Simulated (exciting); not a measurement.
SiO2, space group Pbcn, O K edge of atom 5, with nearest neighbours 1 Si at 1.74 Å, 1 Si at 1.78 Å and 1 Si at 1.85 Å (site symmetry 1); the tensor is averaged over the atoms equivalent by symmetry. Method: exciting, all-electron LAPW+lo, LDA, exchange and screened direct term (singlet BSE), 4×3×3 shifted k points, 32 conduction bands, |G+q| up to 3 bohr⁻¹, full RPA screening with nempty = 61, Lorentzian half width 0.45 eV.

```
Si O
1.0
     4.09700    0.00000    0.00000
     0.00000    5.04620    0.00000
     0.00000    0.00000    4.49460
Si O
4 8
Direct
  0.50000 0.65220 0.25000
  0.00000 0.84780 0.75000
  0.50000 0.34780 0.75000
  0.00000 0.15220 0.25000
  0.73360 0.37550 0.41860
  0.76640 0.12450 0.91860
  0.23360 0.12450 0.58140
  0.26640 0.37550 0.08140
  0.26640 0.62450 0.58140
  0.23360 0.87550 0.08140
  0.76640 0.87550 0.41860
  0.73360 0.62450 0.91860
```

Energy from the Kohn–Sham onset, core level to the lowest empty state found on the meshes used; scaled to the maximum of the polarisation mean:

| E (eV) | curve 1 | curve 2 | curve 3 |
| --- | --- | --- | --- |
| -4.5 | 0.03 | 0.02 | 0.02 |
| -4.0 | 0.03 | 0.03 | 0.02 |
| -3.5 | 0.04 | 0.03 | 0.03 |
| -3.0 | 0.05 | 0.05 | 0.04 |
| -2.5 | 0.07 | 0.06 | 0.05 |
| -2.0 | 0.11 | 0.09 | 0.07 |
| -1.5 | 0.20 | 0.16 | 0.12 |
| -1.0 | 0.44 | 0.34 | 0.22 |
| -0.5 | 1.11 | 0.86 | 0.46 |
| 0.0 | 1.06 | 0.92 | 0.90 |
| 0.5 | 0.63 | 0.58 | 0.65 |
| 1.0 | 0.54 | 0.45 | 0.51 |
| 1.5 | 0.53 | 0.41 | 0.43 |
| 2.0 | 0.57 | 0.46 | 0.40 |
| 2.5 | 0.68 | 0.56 | 0.41 |
| 3.0 | 0.86 | 0.77 | 0.56 |
| 3.5 | 0.82 | 0.83 | 0.75 |
| 4.0 | 0.69 | 0.77 | 0.73 |
| 4.5 | 0.75 | 0.86 | 0.85 |
| 5.0 | 0.74 | 0.87 | 0.91 |
| 5.5 | 0.66 | 0.79 | 0.81 |
| 6.0 | 0.59 | 0.67 | 0.73 |
| 6.5 | 0.54 | 0.56 | 0.66 |
| 7.0 | 0.47 | 0.46 | 0.55 |
| 7.5 | 0.37 | 0.36 | 0.45 |
| 8.0 | 0.30 | 0.29 | 0.35 |
| 8.5 | 0.21 | 0.23 | 0.26 |
| 9.0 | 0.15 | 0.17 | 0.18 |
| 9.5 | 0.11 | 0.12 | 0.13 |
| 10.0 | 0.09 | 0.10 | 0.10 |
| 10.5 | 0.10 | 0.09 | 0.11 |
| 11.0 | 0.12 | 0.11 | 0.12 |

Question: The curves are the diagonal elements of Im ε for ε ∥ a, ∥ b and ∥ c. Which is which?

Curve 1: ε ∥ c, maxima -0.3 eV (1.25), 3.1 eV (0.87) and 4.7 eV (0.77). Curve 2: ε ∥ b, maxima -0.3 eV (1.02), 3.3 eV (0.84) and 4.7 eV (0.88). Curve 3: ε ∥ a, maxima 0.0 eV (0.92), 3.6 eV (0.76) and 4.9 eV (0.91). A K edge probes the empty p states along ε, which follow the bonds' lengths and directions.

[Banner, clock and machine lines of the logs are left out without a mark of their own.]

[Logs are printed without paths, hosts, clocks, repeated set-up lines and the standing remarks that a program may print on its own settings, such as how far it seeks lower states.]

[Hosts, paths, dates, database ids (printed as entryN), source tags and the programs' standing remarks are cut or masked in the printed files.]
